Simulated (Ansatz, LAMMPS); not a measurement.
# Glassy 59SiO2-41ZnO (mol %) (140 atoms): where an added charge goes, part 2 of 4

Aim: add and remove one electron in glassy 59SiO2-41ZnO (mol %) (140 atoms), with atoms held and relaxed, and read trapping energy and localisation.

Ansatz 0.2.0; Kohn-Sham DFT, PBE, PAW (set soft_2), plane waves.

The cell: 32 Si, 22 Zn and 86 O. The quench rate of 50 K/ps is orders of magnitude faster than experiment. The starting topology of bonds comes from the classical model. Sampling is at Γ alone, for a cell whose shortest periodic width is 12 Å.

So far. Step 2 (Single point at the start): The r.m.s. force at the start is 0.89 eV/Å. Step 3 (Relaxation): The relaxation converged after 12 steps, 6.33 eV below its start, with a largest force component of 0.034 eV/Å.

**4. Single point at the relaxed geometry**

One more single point at the end of the walk gives the fuller output and checks the residual forces.

The input, input.yaml:

```yaml
crystal:
  lattice:
    - [12.24528, 0.0, 0.0]
    - [0.0, 12.24528, 0.0]
    - [0.0, 0.0, 12.24528]
  atoms:
    - { symbol: Si, position: [0.09016, 0.02565, 0.67856] }
    - { symbol: Si, position: [0.77452, 0.69477, 0.03861] }
    - { symbol: Si, position: [0.67794, 0.27933, 0.70585] }
    - { symbol: Si, position: [0.21866, 0.07855, 0.8926] }
    - { symbol: Si, position: [0.38995, 0.58999, 0.94512] }
    - { symbol: Si, position: [0.83898, 0.12419, 0.93398] }
    [... 128 atom lines left out ...]
    - { symbol: O, position: [0.73366, 0.316, 0.43436] }
    - { symbol: O, position: [0.03155, 0.82023, 0.24301] }
    - { symbol: O, position: [0.63004, 0.87219, 0.41551] }
    - { symbol: O, position: [0.38863, 0.94218, 0.2855] }
    - { symbol: O, position: [0.00466, 0.86985, 0.03282] }
    - { symbol: O, position: [0.3929, 0.47675, 0.6131] }
kpoints:
  mp_grid: { grid: [1, 1, 1] }
hamiltonian:
  xc: pbe
scf:
  occupations: { method: gaussian, width: 0.025 }
output:
  forces: true
  stress: true
  populations: true
  dos:
    method: { smearing: { sigma: 0.15 } }
    de: 0.1
    projected: { site_lists: { O: [O], Si: [Si], Zn: [Zn] } }
  eigenvalues: true
  write_density: true
  write_potential: true
  volumetric_format: npy
```

On the command line:

```sh
> ansatz run input.yaml --threads 8 --pin off --max-ram 15872MiB --backend cpu --events-out ev --progress --plain --runs-dir out
```

Numbers of over 12 decimals in the logs are rounded to 6 here.

The log of the run:

```text
[...]
Crystal: 140 atoms, lattice volume = 1836.142 Å³
Basis set: ecut = 420 eV, 35825 PW (Γ), exchange–correlation on 180×180×180 points (8 copies of the dense FFT grid, shifted against one another)
Bands: 594, of which v1, the nominal top of the filled ones, is band 454 counted from 1 (453 counted from 0)
Symmetry: 1 space group operations
[...]
k-points: 1
[...]
SCF iter   1: F=—  HF=-142268.241568 eV  |F-HF|=—  |Δ(HF+E_count)|=         —  Δρ=2.09e-3  dr2=1.42e-1  ethr=1.77e-3  ⟨swp⟩=6.0  Hψ=2593  notcnv=0  defer=33
[...]
SCF iter  10: F=-142268.233294 eV  HF=-142268.233294 eV  |F-HF|=4.33e-8  |Δ(HF+E_count)|=   9.10e-8  Δρ=1.61e-6  dr2=6.20e-8  ethr=1.10e-11  ⟨swp⟩=15.0  Hψ=5251  notcnv=0
SCF 1 converged in 10 iterations: F = -142268.233294 eV  dr2 = 6.20e-8
[...]
SCF converged after 10 iterations
Free energy (F): -142268.233294 eV
[...]
Internal energy: -142268.233294 eV  (E = F + TS)
E sigma→0 (E₀):  -142268.233294 eV
Fermi energy:    5.358551 eV
[...]
--- Forces (eV/Å), atoms counted from 1 ---
  atom   1  Si    -0.00313389     0.00967496    -0.00212325
  atom   2  Si    -0.00023007     0.00452776     0.00666256
  atom   3  Si    -0.00028582    -0.01270728     0.01760000
  atom   4  Si    -0.01203813     0.00584868    -0.00108309
  atom   5  Si    -0.01606892    -0.01745443     0.01112452
  atom   6  Si     0.00980834    -0.00329980    -0.00141707
  atom   7  Si    -0.00571480    -0.00489128     0.00883193
  atom   8  Si    -0.00595974    -0.00465816    -0.01065727
  atom   9  Si     0.01346275    -0.00191572     0.00180631
  atom  10  Si     0.01132549    -0.00116194    -0.00733609
  atom  11  Si    -0.00750798     0.01301548     0.00571670
  atom  12  Si     0.00230032     0.00189449     0.00316247
  atom  13  Si    -0.00155943     0.00096625    -0.00206550
  atom  14  Si     0.00918516     0.00190493    -0.00659710
[...]
atom 139  O     -0.00496718    -0.00450716     0.00574336
  atom 140  O      0.00439317    -0.00511000    -0.01348846
  max |Σ_I F_I| component: 5.94e-5 eV/Å
--- Stress (GPa, compression-positive) ---
        1.547706      -0.373437      -0.255483
       -0.373437       1.766294      -1.062216
       -0.255483      -1.062216       1.350883
  P = ⅓ Tr σ = 1.5550 GPa (15.550 kbar)
--- Band table (eV) ---
[...]
--- Löwdin populations: 140 sites ---
  site symbol       q [e]
     0     Si      2.2526
     1     Si      2.3050
     2     Si      2.2732
[...]
139      O      6.9762
  spilling = 0.011194 (of n_electrons = 908.000000)
```

Elapsed: 38 s, on 8 threads of Arm Neoverse V1, shared host; peak memory 3.1 GiB.

The run gave:

```yaml
free_energy: -142268.2333 eV
free_energy_per_atom: -1016.2017 eV/atom
scf_cycles: 10
pressure: 1.555 GPa
r_m_s_force_component: 0.00793 eV/Å
longest_force: 0.04251 eV/Å
fermi_energy: 5.359 eV
spacing_of_highest_filled_and_lowest_empty_level: 2.947 eV
spilling_of_the_projection: 0.01119
```

Löwdin charges by element and coordination (they lack the spilled electrons, 0.073 e an atom on average):

```
element  coordination  atoms  mean charge (e)  spread   least    most
      O           all     86           -0.898   0.101   -1.18  -0.781
      O             2     45           -0.832  0.0706  -0.990  -0.781
      O             3     40           -0.966  0.0678   -1.03  -0.827
      O             4      1            -1.18       0   -1.18   -1.18
     Si           all     32             1.70  0.0451    1.57    1.77
     Zn           all     22             1.49  0.0155    1.46    1.52
     Zn             3      3             1.48  0.0065    1.48    1.49
     Zn             4     18             1.50  0.0162    1.46    1.52
     Zn             5      1             1.49       0    1.49    1.49
```

States in the cell by windows of 1 eV, zero at the Fermi level; the larger projections on atomic orbitals stand beside the total:

```
from (eV)  to (eV)  total   O p  Zn d  Si p
      -14      -12    0.0   0.0   0.0   0.0
      -12      -11    1.8   1.2   0.0   0.1
      -11      -10   14.6   9.7   0.2   0.7
      -10       -9   18.7  12.5   0.5   1.3
       -9       -8   27.8  18.7   2.1   3.0
       -8       -7   78.8  44.3  22.6   7.9
       -7       -6  144.9  41.8  95.1   4.2
       -6       -5  113.5  44.5  58.8   3.9
       -5       -4  100.5  72.7  17.5   4.1
       -4       -3  105.4  87.8  10.6   2.4
       -3       -2   97.5  84.5   8.6   1.5
       -2       -1   32.4  29.1   2.2   0.4
       -1        1    0.0   0.0   0.0   0.0
        1        2    2.0   0.1   0.0   0.0
        2        3    6.5   1.0   0.1   0.4
        3        4   13.6   2.0   0.1   1.0
        4        5   22.4   3.0   0.1   2.4
```

Between -23 and -14 eV lie 172 more states.

The levels nearest the highest filled one (over half full), pooled over k-points and spins:

```csv
level less the highest filled one (eV),occupation
-0.203,2
-0.185,2
-0.145,2
-0.103,2
-0.0282,2
0,2
2.95,0
4.06,0
4.22,0
4.37,0
4.50,0
4.66,0
```

Valence density in the bc plane at fractional x = 0.394, with atoms of Si and Zn and O within 0.2 Å of it. It is the smooth field of the valence electrons, not physical close to the nuclei.

Values in units of 1e0 e/Å³, 13 rows by 16 columns, each cell a mean:
```
0.4 0.1 0.0 0.1 0.1 0.0 0.0 0.1 0.3 0.2 0.6 2.0 0.7 0.0 0.0 0.2
0.7 0.2 0.0 0.0 0.1 0.0 0.1 1.3 3.2 0.6 0.7 4.0 1.6 0.1 0.2 0.5
0.3 0.4 0.2 0.4 1.5 0.5 0.1 1.0 2.3 0.3 0.2 0.4 0.4 1.3 2.4 0.5
0.2 0.4 0.3 0.6 1.4 0.4 0.1 0.1 0.2 0.2 1.2 1.7 0.4 1.4 2.7 0.3
0.1 0.2 1.2 0.8 0.2 0.1 0.3 3.3 1.6 0.2 1.2 1.7 0.2 0.1 0.1 0.1
1.0 0.5 3.9 1.9 0.2 0.1 0.4 2.6 1.2 0.1 0.1 0.1 0.0 0.0 0.2 1.0
0.4 0.1 0.4 0.3 0.7 2.2 0.8 0.3 0.7 0.5 0.1 0.0 0.0 0.1 0.4 0.6
0.1 0.2 0.3 0.2 0.8 3.6 1.0 0.4 3.5 3.5 0.2 0.0 0.0 0.0 0.1 0.1
0.4 0.3 0.3 0.1 0.1 0.1 0.1 0.1 0.5 0.7 0.4 1.4 0.6 0.1 0.9 1.8
0.6 0.3 0.3 0.1 0.0 0.0 0.0 0.1 0.3 0.2 0.7 4.2 1.9 0.3 2.2 3.7
0.2 0.7 0.8 0.2 0.0 0.0 0.1 0.3 0.5 0.2 0.1 0.3 0.3 0.2 0.3 0.2
0.0 0.2 0.6 5.4 1.0 0.2 0.1 0.1 0.1 0.1 0.0 0.0 0.1 0.3 0.1 0.0
0.0 0.0 0.5 8.1 1.4 0.1 0.1 0.0 0.1 0.3 0.1 0.1 0.0 0.0 0.0 0.0
```
Columns run along b (12.2 Å), rows up along c (12.2 Å). Atoms in or near the plane, at fractional coordinates: Si at (0.59, 0.95), Si at (0.84, 0.20), Si at (0.07, 0.29), Zn at (0.22, 0.06), O at (0.72, 0.28), O at (0.55, 0.42), O at (0.72, 0.90), O at (0.16, 0.58), O at (0.51, 0.84), O at (0.88, 0.76), O at (0.34, 0.44), O at (0.94, 0.29), O at (0.48, 0.61).

Electrostatic potential energy in the bc plane at fractional x = 0.394, with atoms of Si and Zn and O within 0.2 Å of it. With pseudopotentials it is smooth inside the atoms' cores, unlike the true potential.

Ten even steps from '0' (-41 eV) to '9' (11 eV), each cell a mean:
```
9999998889999999973000588899999999
8899999999999999973000431279999988
5789999999999999644435720058998865
2589999999999998201688875567888741
4689999986799999535899986324654653
8888886643489999998899986324400277
9999852136799999998888745767743699
9999852147999998788888413799999999
8899855678999983137999767999999998
5788400589999972027999999999999875
3588522689999875479999999999999853
5689987778888631268999999999999875
8899987677412531256689999999999998
9999998887301576640038999999999999
9888899999867999962148899999999999
7534689999999999998765788899999878
5000278999999999998755641268886102
5100379999999999998877730045445103
8655789999999998888899986651003678
9987689999999988778999999861004799
9998887678999998888999999986567899
9999863125899999899999999999999999
9999852014799999999989999999999999
9999874346899999987656889999999999
```
Columns run along b (12.2 Å; values clipped at the 3rd and 97th percentile), rows up along c (12.2 Å). Atoms in or near the plane, at fractional coordinates: Si at (0.59, 0.95), Si at (0.84, 0.20), Si at (0.07, 0.29), Zn at (0.22, 0.06), O at (0.72, 0.28), O at (0.55, 0.42), O at (0.72, 0.90), O at (0.16, 0.58), O at (0.51, 0.84), O at (0.88, 0.76), O at (0.34, 0.44), O at (0.94, 0.29), O at (0.48, 0.61).

The highest filled and lowest empty levels differ by 2.95 eV (at Γ alone); a semilocal functional tends to put such gaps too low. In a disordered cell it changes from sample to sample, and tail or defect levels can set it. Mean Löwdin charges: O -0.90, Si +1.70, Zn +1.49 e (they miss 1.1 % of the electrons, so they add up to more than the cell's charge).

**5. An extra electron, atoms held**

The electron count changes by one with the atoms held: a vertical process, on a uniform background, with spin and a narrow Fermi–Dirac smearing. Its energy against the neutral cell hangs on the program's zero of potential.

input.yaml, the sections that differ from step 4:

```yaml
crystal:
  lattice:
    - [12.24528, 0.0, 0.0]
    - [0.0, 12.24528, 0.0]
    - [0.0, 0.0, 12.24528]
  atoms:
    [... the 140 atom lines of step 4 ...]
total_charge: -1
scf:
  occupations: { method: fermi_dirac, width: 0.01 }
  lower_state_search: "off"
magnetization:
  spin_polarized: true
  initial_magnetization: 1
# kpoints, hamiltonian, output: as in step 4
```

The log of the run:

```text
[...]
Crystal: 140 atoms, lattice volume = 1836.142 Å³
Basis set: ecut = 420 eV, 35825 PW (Γ), exchange–correlation on 180×180×180 points (8 copies of the dense FFT grid, shifted against one another)
Bands: 595, of which v1, the nominal top of the filled ones, is band 455 counted from 1 (454 counted from 0)
Symmetry: 1 space group operations
[...]
k-points: 1
[...]
Starting moments: Σ|m| = 1 μB on 140 of 140 sites
[...]
SCF iter   1: F=—  HF=-142324.031971 eV  |F-HF|=—  |Δ(HF+E_count)|=         —  Δρ=5.70e-2 (↑5.63e-2 ↓5.70e-2)  dr2=1.97e2  dr2_m=2.10e-2  M=1.000 μB ∫|m|=1.012 μB  β_m=1.00  ethr=3.10e-3  ⟨swp⟩=7.0  Hψ=5151  notcnv=0  defer=40
[...]
spin=Collinear: Resta preconditioning applied to the charge; magnetization (m = ρ↑ − ρ↓) channel mixes plain (no charge-response kernel on spin).
SCF iter   2: F=—  HF=-142277.539228 eV  |F-HF|=—  |Δ(HF+E_count)|=         —  Δρ=2.96e-2 (↑2.95e-2 ↓2.96e-2)  dr2=5.74e1  dr2_m=9.93e-4  M=0.981 μB ∫|m|=1.035 μB  β_m=0.30  ethr=3.10e-3  ⟨swp⟩=2.0  Hψ=2218  notcnv=0  defer=266
[...]
SCF iter   8: F=—  HF=-142261.374784 eV  |F-HF|=—  |Δ(HF+E_count)|=   1.18e-4  Δρ=3.19e-4 (↑3.19e-4 ↓3.19e-4)  dr2=3.66e-3  dr2_m=4.60e-4  M=0.726 μB ∫|m|=0.782 μB  β_m=0.30  ethr=1.96e-6  ⟨swp⟩=2.0  Hψ=1673  notcnv=0  defer=270
[...]
spin-set hold released at iteration 8 (site moments contracting): the magnetisation degrees of freedom join the quasi-Newton model from the next iteration; the mixer history was flushed
SCF iter   9: F=—  HF=-142261.378558 eV  |F-HF|=—  |Δ(HF+E_count)|=   3.77e-3  Δρ=2.51e-4 (↑2.51e-4 ↓2.51e-4)  dr2=2.32e-3  dr2_m=2.95e-4  M=0.703 μB ∫|m|=0.758 μB  β_m=0.62  ethr=4.03e-7  ⟨swp⟩=2.0  Hψ=1208  notcnv=0  defer=270
[...]
SCF iter  22: F=-142261.389366 eV  HF=-142261.389366 eV  |F-HF|=3.99e-9  |Δ(HF+E_count)|=   7.62e-8  Δρ=3.33e-7 (↑3.33e-7 ↓2.78e-7)  dr2=4.60e-9  dr2_m=2.24e-10  M=0.171 μB ∫|m|=0.182 μB  ethr=1.00e-12  ⟨swp⟩=6.0  Hψ=7398  notcnv=0
SCF 1 converged in 22 iterations: F = -142261.389366 eV  dr2 = 4.60e-9
[...]
SCF converged after 22 iterations
Magnetization: 0.1707 μB (454.5854 up, 454.4146 down)
Absolute magnetization: 0.1814 μB (∫|ρ↑−ρ↓|, with the PAW one-centre terms)
[...]
Per-site moments (μB) at R_I (Å): [(6.258141911465822e-5, 0.659704), (0.000146778, 0.666250), (8.350637479059908e-5, 0.671693), (9.130636139281183e-5, 0.664300), (0.000141677, 0.661760), [...]
Free energy (F): -142261.389366 eV
[...]
Internal energy: -142261.375796 eV  (E = F + TS)
E sigma→0 (E₀):  -142261.382581 eV
Entropy (-TS):   -0.013570 eV (-0.097 meV/atom)
Fermi energy:    6.877990 eV
[...]
--- Forces (eV/Å), atoms counted from 1 ---
  atom   1  Si    -0.04146253     0.04727795     0.01152062
  atom   2  Si    -0.04647815    -0.08618823     0.08422167
  atom   3  Si     0.05152751    -0.01323839     0.09928307
  atom   4  Si     0.01136787     0.11693021     0.12038352
  atom   5  Si    -0.03958119    -0.08905251     0.15619594
  atom   6  Si     0.03103213     0.08859365     0.00491690
  atom   7  Si    -0.04363294     0.04526594    -0.03156797
  atom   8  Si    -0.02814605    -0.09771450    -0.06667153
  atom   9  Si    -0.04172930     0.11642300     0.13594414
  atom  10  Si     0.09255049    -0.01265151     0.11486232
  atom  11  Si     0.02422662     0.02574409    -0.07710977
  atom  12  Si    -0.01884124    -0.07639562     0.10480887
  atom  13  Si     0.00780367     0.02164104     0.02735203
  atom  14  Si     0.05007354    -0.15057964    -0.02513339
[...]
atom 139  O     -0.00853701     0.05214219    -0.03704730
  atom 140  O      0.02437884    -0.04227149    -0.02025866
  max |Σ_I F_I| component: 3.99e-5 eV/Å
--- Stress (GPa, compression-positive) ---
        1.892380      -0.324081      -0.237629
       -0.324081       2.070575      -1.024275
       -0.237628      -1.024275       1.638779
  P = ⅓ Tr σ = 1.8672 GPa (18.672 kbar)
--- Band table (eV) ---
[...]
--- Löwdin populations: 140 sites ---
  site symbol       q [e]    m [muB]
     0     Si      2.2579     0.0004
     1     Si      2.3126     0.0011
     2     Si      2.2792     0.0006
[...]
139      O      6.9792     0.0005
  spilling = 0.011235 (of n_electrons = 909.000000)
```

Elapsed: 2.2 min, on 8 threads; peak memory 5.4 GiB.

An extra electron, atoms held: the energy stands 6.84 eV above that of the reference, with a moment of 0.17 μB. An odd electron should give 1 μB; this run ended with the carrier shared between both spins.

The levels nearest the highest filled one (over half full), pooled over k-points and spins:

```csv
level less the highest filled one (eV),occupation
-3.04,1
-2.95,1
-2.95,1
0,0.585
0.0069,0.415
1.14,0
1.15,0
1.23,0
```

Spin density in the bc plane at fractional x = 0.394, with atoms of Si and Zn and O within 0.2 Å of it.

Values in units of 1e-4 e/Å³, 13 rows by 16 columns, each cell a mean:
```
 0.2  0.6  0.9  0.9  1.1  1.1  1.1  1.5  2.5  0.7  0.3  2.5  0.4  0.4  0.5  0.3
 0.0  0.2  0.3  0.3  0.2  0.4  0.4  1.0  3.3  0.2  0.3  3.1  0.4  0.3  0.6  0.3
 0.1  0.0  0.3  0.2  0.3  0.1  0.2  0.2 -0.1  0.4  0.6  0.7  0.6  0.5  1.2  0.1
 0.2  0.1  0.7  0.6  0.1  0.1  0.2  0.4  0.9  0.6  0.4  0.0  0.5  0.2  0.2  0.2
 0.9  0.3  0.3  0.3  0.7  0.4  0.1  2.0  3.1  0.1  0.3 -0.1  0.2  0.3  0.4  0.9
 1.2  0.3  1.4  0.5  0.4  0.5  0.6  0.9  1.9  0.3  0.3  0.2  0.2  0.2  0.3  1.4
 0.9  0.6  0.3  0.5  0.2  0.8  0.4  0.5  0.2  0.2  0.3  0.3  0.2  0.1  0.0  0.3
 0.9  0.5  0.2  0.5  0.1  1.0  0.2  0.1  3.3  1.8  0.2  0.4  0.3  0.2  0.2  0.4
 0.8  0.5  0.1  0.3  0.4  0.4  0.6  0.6  0.6  0.7  0.4  0.0  0.1  0.5  0.0 -0.1
 0.4  0.9  0.4  0.7  0.9  1.2  2.1  1.9  0.8  1.5  0.5  5.7  0.4  0.8  1.0  6.3
 1.5  0.5 -0.2  1.7  2.4  1.8  3.5  4.1  1.0  0.8  0.6  0.4  0.5  0.5  0.7  0.6
 1.7  1.3  1.7  4.0  3.2  1.1  2.1  4.6  2.8  0.8  0.8  1.2  0.8  0.2  0.7  1.3
 1.2  1.9  2.3  1.1  1.8  1.3  1.4  2.7  2.8  0.8  0.8  1.1  0.8  0.3  0.4  0.8
```
Columns run along b (12.2 Å), rows up along c (12.2 Å). Atoms in or near the plane, at fractional coordinates: Si at (0.59, 0.95), Si at (0.84, 0.20), Si at (0.07, 0.29), Zn at (0.22, 0.06), O at (0.72, 0.28), O at (0.55, 0.42), O at (0.72, 0.90), O at (0.16, 0.58), O at (0.51, 0.84), O at (0.88, 0.76), O at (0.34, 0.44), O at (0.94, 0.29), O at (0.48, 0.61).

**6. An extra electron, atoms relaxed**

The atoms now respond to the charge; the energy gained comes from screening by the atoms, from trapping if the charge localises, and from any strain left in the reference.

input.yaml, the sections that differ from step 5:

```yaml
output:
  forces: true
relax:
  f_tol: 0.05
  max_steps: 90
# crystal, total_charge, kpoints, hamiltonian, scf, magnetization: as in step 5
```

The log of the run:

```text
[...]
Crystal: 140 atoms, lattice volume = 1836.142 Å³
Basis set: ecut = 420 eV, 35825 PW (Γ), exchange–correlation on 180×180×180 points (8 copies of the dense FFT grid, shifted against one another)
Bands: 595, of which v1, the nominal top of the filled ones, is band 455 counted from 1 (454 counted from 0)
Symmetry: 1 space group operations
[...]
k-points: 1
[...]
Starting moments: Σ|m| = 1 μB on 140 of 140 sites
[...]
SCF iter   1: F=—  HF=-142324.031969 eV  |F-HF|=—  |Δ(HF+E_count)|=         —  Δρ=5.70e-2 (↑5.63e-2 ↓5.70e-2)  dr2=1.97e2  dr2_m=2.10e-2  M=1.000 μB ∫|m|=1.012 μB  β_m=1.00  ethr=3.10e-3  ⟨swp⟩=7.0  Hψ=5151  notcnv=0  defer=40
[...]
SCF iter  17: F=-142261.389359 eV  HF=-142261.389359 eV  |F-HF|=4.00e-7  |Δ(HF+E_count)|=   1.91e-5  Δρ=6.12e-6 (↑4.41e-6 ↓6.12e-6)  dr2=8.31e-7  dr2_m=2.48e-7  M=0.295 μB ∫|m|=0.314 μB  ethr=1.13e-10  ⟨swp⟩=1.0  Hψ=3780  notcnv=0
SCF 1 converged in 17 iterations: F = -142261.389359 eV  dr2 = 8.31e-7
[...]
relax step   1: F+E_penalty+E_count = -142261.38935877 eV  Δ(F+E_penalty+E_count) = +0.000e0 eV  max|allowed force component| = 2.533e-1 eV/Å  Δτ_max = 0.0000 Å  (17 SCF iters, dr2 threshold 6.25e-5 eV, accepted)
[...]
relax step   2: F+E_penalty+E_count = -142261.40916034 eV  Δ(F+E_penalty+E_count) = -1.980e-2 eV  max|allowed force component| = 1.801e-1 eV/Å  Δτ_max = 0.0098 Å  (12 SCF iters, dr2 threshold 4.01e-6 eV, accepted)
[...]
relax step   3: F+E_penalty+E_count = -142261.43079612 eV  Δ(F+E_penalty+E_count) = -2.164e-2 eV  max|allowed force component| = 7.422e-2 eV/Å  Δτ_max = 0.0301 Å  (17 SCF iters, accepted)
[...]
relax step   4: F+E_penalty+E_count = -142261.43240261 eV  Δ(F+E_penalty+E_count) = -1.606e-3 eV  max|allowed force component| = 3.738e-2 eV/Å  Δτ_max = 0.0081 Å  (10 SCF iters, accepted)
SCF converged after 10 iterations
Magnetization: 0.7143 μB (454.8572 up, 454.1428 down)
Absolute magnetization: 0.7618 μB (∫|ρ↑−ρ↓|, with the PAW one-centre terms)
[...]
Per-site moments (μB) at R_I (Å): [(0.000210444, 0.659003), (0.000542701, 0.665624), (0.000298015, 0.671172), (0.000332085, 0.664407), (0.00055605, 0.662477), [...]
Free energy (F): -142261.432403 eV
[...]
Internal energy: -142261.424201 eV  (E = F + TS)
E sigma→0 (E₀):  -142261.428302 eV
Entropy (-TS):   -0.008201 eV (-0.059 meV/atom)
Fermi energy:    6.798854 eV
[...]
--- Forces (eV/Å), atoms counted from 1 ---
  atom   1  Si     0.01420372    -0.00868178     0.00647286
  atom   2  Si     0.01304447     0.02081774    -0.01339942
  atom   3  Si    -0.00842534     0.00037029    -0.01953702
  atom   4  Si     0.00415593     0.00199744     0.00249699
  atom   5  Si     0.00837650     0.01999686    -0.02824847
  atom   6  Si    -0.00474170    -0.00541530     0.01220947
  atom   7  Si     0.00398261    -0.00371437     0.01260804
  atom   8  Si     0.00272111     0.02032273     0.00087743
  atom   9  Si    -0.00597436    -0.01829991    -0.03738287
  atom  10  Si    -0.01144223     0.00359289    -0.00643654
  atom  11  Si    -0.00082728    -0.00747564     0.01224830
  atom  12  Si     0.01105964    -0.00650477    -0.01911113
  atom  13  Si    -0.00819489     0.00109767     0.00505622
  atom  14  Si     0.00163107     0.01464795    -0.00062878
[...]
atom 139  O     -0.00536164    -0.00103376     0.00633819
  atom 140  O     -0.00016314     0.00065932    -0.00851295
  max |Σ_I F_I| component: 3.82e-5 eV/Å
--- Relaxed structure (4 steps of the walk, 4 accepted, 0 SCFs on fresh bases) ---
  F+E_penalty+E_count = -142261.43240261 eV   max|allowed force component| = 3.738e-2 eV/Å
  atoms:
    - { symbol: Si, position: [0.089799, 0.025758, 0.678157] }
    - { symbol: Si, position: [0.774374, 0.695090, 0.039192] }
    - { symbol: Si, position: [0.678081, 0.279269, 0.705145] }
    - { symbol: Si, position: [0.218347, 0.078323, 0.892150] }
[...]
- { symbol: O, position: [0.393307, 0.475837, 0.613344] }
```

It took 3.8 min on 8 threads; peak memory 5.3 GiB; 29 min of CPU time.

The relaxation converged after 4 steps, 0.0430 eV below its start, with a largest force component of 0.037 eV/Å.

An extra electron, atoms relaxed: the energy stands 6.80 eV above that of the reference, with a moment of 0.71 μB.

[end of part 2 of 4]

[Logs are printed without paths, hosts, clocks, repeated set-up lines and the standing remarks that a program may print on its own settings, such as how far it seeks lower states.]

[Hosts, paths, dates, database ids (printed as entryN), source tags and the programs' standing remarks are cut or masked in the printed files.]
